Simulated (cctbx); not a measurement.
# A disordered crystal of nominal Rb2TcBr6

Cell a = 7.5690 Å, b = 7.5690 Å, c = 5.9350 Å, α = 90.00°, β = 90.00°, γ = 120.00°; space group P-3m1 (no. 164); nominal formula Rb2TcBr6.

Simulated single-crystal data (cctbx): Mo Kα, λ = 0.71073 Å, to d = 0.77 Å, 50 % of the full sphere, strongest reflection 70000 counts, noise from counting, a 4 % proportional error and a noise floor of 8 counts (s.d.); no absorption, and some extinction, which the refinements don't model.

With every site full:

```text
Rint 0.031, 281 unique reflections to 0.77 A
cycle     R1     wR2    GooF  max shift (A)
   1  0.2417  0.5710  24.531   0.00313
   2  0.0747  0.2070   8.892   0.00001
final R1 0.0746 wR2 0.2070 GooF 8.892  parameters 11  data/parameter 25.5
atom        x        y        z      Ueq    occ   su(xyz)  su(Uiso or U11)
Tc1    0.00000  0.00000  0.00000   0.0198  1.000  0.00000  0.0016
Rb1    0.66667  0.33333  0.69980  -0.0019  1.000  0.00042  0.0009  NPD
Br1    0.69797  0.84898  0.78101  -0.0034  1.000  0.00023  0.0009  NPD
difference map: max 9.24 min -7.07 rms 1.00
Q1    0.1595  0.3189  0.7752    6    9.58  0.12 A from Br1
Q2    0.3333  0.6667  0.2870    2    9.01  0.08 A from Rb1
Q3    0.0822  0.1645  0.9983    6    1.64  1.08 A from Tc1
Q4    0.3333  0.6667  0.0475    2    1.28  1.50 A from Rb1
Q5    0.0651  0.1302  0.1088    6    1.17  1.07 A from Tc1
Q6    0.0375  0.0750  0.8438    6    1.08  1.05 A from Tc1
```

With the occupancies of the suspect sites free, each still typed as its main element:

```text
Rint 0.031, 281 unique reflections to 0.77 A
cycle     R1     wR2    GooF  max shift (A)
   1  0.1965  0.4974  21.408   0.00164
   8  0.0096  0.0219   0.942   0.00001
final R1 0.0096 wR2 0.0219 GooF 0.942  parameters 12  data/parameter 23.4
atom        x        y        z      Ueq    occ   su(xyz)  su(Uiso or U11)
Tc1    0.00000  0.00000  0.00000   0.0029  0.598  0.00000  0.0002
Rb1    0.66667  0.33333  0.69973   0.0048  1.000  0.00004  0.0001
Br1    0.69750  0.84875  0.78091   0.0031  1.000  0.00002  0.0001
su of occupancy Tc1: 0.002
difference map: max 0.47 min -0.59 rms 0.11
Q1    0.3333  0.6667  0.4299    2    0.50  0.77 A from Rb1
Q2    0.1708  0.3416  0.9791    6    0.44  1.20 A from Br1
Q3    0.0000  0.0000  0.4290    2    0.36  2.34 A from Br1
Q4    0.0776  0.1552  0.6794    6    0.36  1.14 A from Br1
Q5    0.0987  0.4287  0.9153   12    0.32  1.44 A from Br1
Q6    0.1417  0.5709  0.0149    6    0.32  2.11 A from Rb1
```

**Question.** What is the disorder?

X-rays count electrons. Tc1 refines to 0.598(0.002), or 25.7 electrons; the site truly holds 0.6 Tc, 25.8 electrons, which is 0.600 of Tc. A value under 1 can't tell vacancies from a lighter guest, and one over 1 needs a heavier guest; chemistry or a second radiation must settle which. Occupancy correlates with U and the scale, so the match is approximate.

Freeing them takes R1 from 0.0746 to 0.0096 and GooF from 8.89 to 0.94.

The model is made up (kin elements in a known structure type, no relaxation), so it says nothing on whether the phase exists.

[Middle refinement cycles are left out of these outputs.]

[Logs are printed without paths, hosts, clocks, repeated set-up lines and the standing remarks that a program may print on its own settings, such as how far it seeks lower states.]
